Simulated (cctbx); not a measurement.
## Accept or mend?

Cell a = 11.0310 Å, b = 11.0310 Å, c = 13.6260 Å, α = 90.00°, β = 90.00°, γ = 120.00°; space group R-3c (no. 167). The compound is La3Mn4CdO12.

Simulated single-crystal data (cctbx): Mo Kα, λ = 0.71073 Å, to d = 0.7 Å, 95 % of the full sphere, strongest reflection 5000 counts, noise from counting, a 2 % proportional error and a noise floor of 15 counts (s.d.); no absorption, and some extinction, which the refinements don't model.

An anisotropic refinement with weights 1/σ² prints:

```text
Rint 0.124, 487 unique reflections to 0.70 A
cycle     R1     wR2    GooF  max shift (A)
   1  0.0841  0.1108   2.390   0.11149
   4  0.0362  0.0641   1.383   0.00000
final R1 0.0362 wR2 0.0641 GooF 1.383  parameters 29  data/parameter 16.8
atom        x        y        z      Ueq    occ   su(xyz)  su(Uiso or U11)
La1    0.50034  0.50034  0.25000   0.0154  1.000  0.00051  0.0006
Cd1    0.33333  0.66667  0.91667   0.0147  1.000  0.00000  0.0019
Mn1    0.50000  0.50000  0.00000   0.0188  1.000  0.00000  0.0048
Mn2    0.00000  0.00000  0.00000   0.0142  1.000  0.00000  0.0040
O1     0.88765  0.82755  0.08274   0.0043  1.000  0.00332  0.0056  NPD
O2     0.39464  0.33333  0.08333   0.0135  1.000  0.00387  0.0147  NPD
difference map: max 8.41 min -4.33 rms 1.30
Q1    0.0000  0.2127  0.7500   18    8.66  2.00 A from Mn1
Q2    0.0000  0.0000  0.2112   12    7.29  0.53 A from Cd1
Q3    0.0657  0.2462  0.4768   36    4.17  1.13 A from O1
Q4    0.0029  0.1792  0.5357   36    3.84  1.44 A from O1
Q5    0.0397  0.1118  0.3926   36    3.83  0.68 A from O1
Q6    0.0000  0.0794  0.7500   18    3.70  0.88 A from Cd1
```

**Question.** Can this result stand? If not, what is the likely fault?

Mend it. The fault: an atom left out, O at (1/3, 0.4401, 0.9167). Against the right model at the same level, R1 goes from 0.0248 to 0.0362 and GooF from 1.01 to 1.38, U of O1 shrinks from 0.0313 to 0.0043 Å² and O1 and O2 go non-positive-definite. Q1 is the missing atom. With scattering power missing, scale and phases suffer, so peaks may also grow on the heavy atoms.

The compound is La3Mn4CdO12. The right model at the same level gives:

```text
Rint 0.124, 487 unique reflections to 0.70 A
cycle     R1     wR2    GooF  max shift (A)
   1  0.0699  0.0929   2.013   0.04276
   8  0.0249  0.0466   1.010   0.00534
final R1 0.0248 wR2 0.0466 GooF 1.010  parameters 34  data/parameter 14.3
atom        x        y        z      Ueq    occ   su(xyz)  su(Uiso or U11)
La1    0.50002  0.50002  0.25000   0.0150  1.000  0.00075  0.0004
Cd1    0.33333  0.66667  0.91667   0.0165  1.000  0.00000  0.0014
Mn1    0.50000  0.50000  0.00000   0.0200  1.000  0.00000  0.0076
Mn2    0.00000  0.00000  0.00000   0.0127  1.000  0.00000  0.0024
O1     0.89110  0.83523  0.07906   0.0313  1.000  0.00312  0.0139
O2     0.39240  0.33333  0.08333   0.0152  1.000  0.00344  0.0087
O3     0.33333  0.44684  0.91667   0.0163  1.000  0.00348  0.0123
difference map: max 5.19 min -4.53 rms 1.13
Q1    0.0000  0.0000  0.2072   12    5.24  0.58 A from Cd1
Q2    0.0000  0.0416  0.2500   18    5.03  0.46 A from Cd1
Q3    0.0034  0.3646  0.1231   36    4.82  1.28 A from O3
Q4    0.0000  0.1806  0.7500   18    4.07  0.43 A from O3
Q5    0.0453  0.1434  0.8373   36    4.03  1.30 A from O1
Q6    0.0366  0.4482  0.9604   36    3.76  0.97 A from O2
```

The model is made up (kin elements in a known structure type, no relaxation), so it says nothing on whether the phase exists.

[Middle refinement cycles are left out of these outputs.]

[Logs are printed without paths, hosts, clocks, repeated set-up lines and the standing remarks that a program may print on its own settings, such as how far it seeks lower states.]
